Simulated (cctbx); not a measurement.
# Resonant diffraction in WBr3

Space group P6_3/mcm (no. 193), a = 6.7160 Å, b = 6.7160 Å, c = 5.9570 Å, α = 90.00°, β = 90.00°, γ = 120.00°.

| atom | mult. | x | y | z | Ueq (Å²) |
| --- | --- | --- | --- | --- | --- |
| W1 | 2 | 0 | 0 | 1/2 | 0.0135 |
| Br1 | 6 | 0.3108 | 0 | 3/4 | 0.0137 |

The model is made up (kin elements in a known structure type, no relaxation), so it says nothing on whether the phase exists.

Calculated with cctbx: free-atom f′ and f″ from the Sasaki tables, no fine structure; amplitudes in electrons.

| E (eV) | F 1 1 0 | F 2 1 2 | F 2 2 0 | F 2 1 1 |
| --- | --- | --- | --- | --- |
| 12874 | 46.1 | 104.7 | 43.1 | 28.2 |
| 13224 | 49.1 | 105.4 | 45.8 | 27.2 |
| 13354 | 51.2 | 105.5 | 47.6 | 26.4 |
| 13414 | 53.1 | 105.4 | 49.4 | 25.5 |
| 13444 | 55.1 | 105.2 | 51.1 | 24.7 |
| 13459 | 57.0 | 105.0 | 52.8 | 23.8 |
| 13466 | 58.7 | 104.8 | 54.4 | 23.1 |
| 13470 | 60.6 | 104.6 | 56.0 | 22.2 |
| 13478 | 59.1 | 104.8 | 54.6 | 22.4 |
| 13482 | 56.8 | 105.0 | 52.6 | 23.3 |
| 13489 | 54.8 | 105.3 | 50.8 | 24.2 |
| 13504 | 52.7 | 105.6 | 49.0 | 25.1 |
| 13534 | 50.6 | 105.9 | 47.1 | 26.0 |
| 13624 | 48.0 | 106.4 | 44.8 | 27.2 |
| 13874 | 45.5 | 107.2 | 42.6 | 28.5 |

**Question.** Which edge is crossed, and why do the reflections move as they do?

The K edge of Br. The edge is at 13474 eV. f′ of Br falls from -4.3 e at 13354 eV to -7.7 e at 4 eV below it, and f″ steps from 0.50 to 3.82 e across it. Over that approach |F| changes by +18 % (1 1 0), -1 % (2 1 2), +18 % (2 2 0) and -16 % (2 1 1): a reflection falls where Br scatters in phase with the total and rises where it scatters against it; it hardly moves where the Br term is small or cancels by symmetry. Above the edge the larger f″ enters the imaginary part, where it can add to or cancel the other atoms' f″. The structure is centrosymmetric, so Friedel mates stay equal.
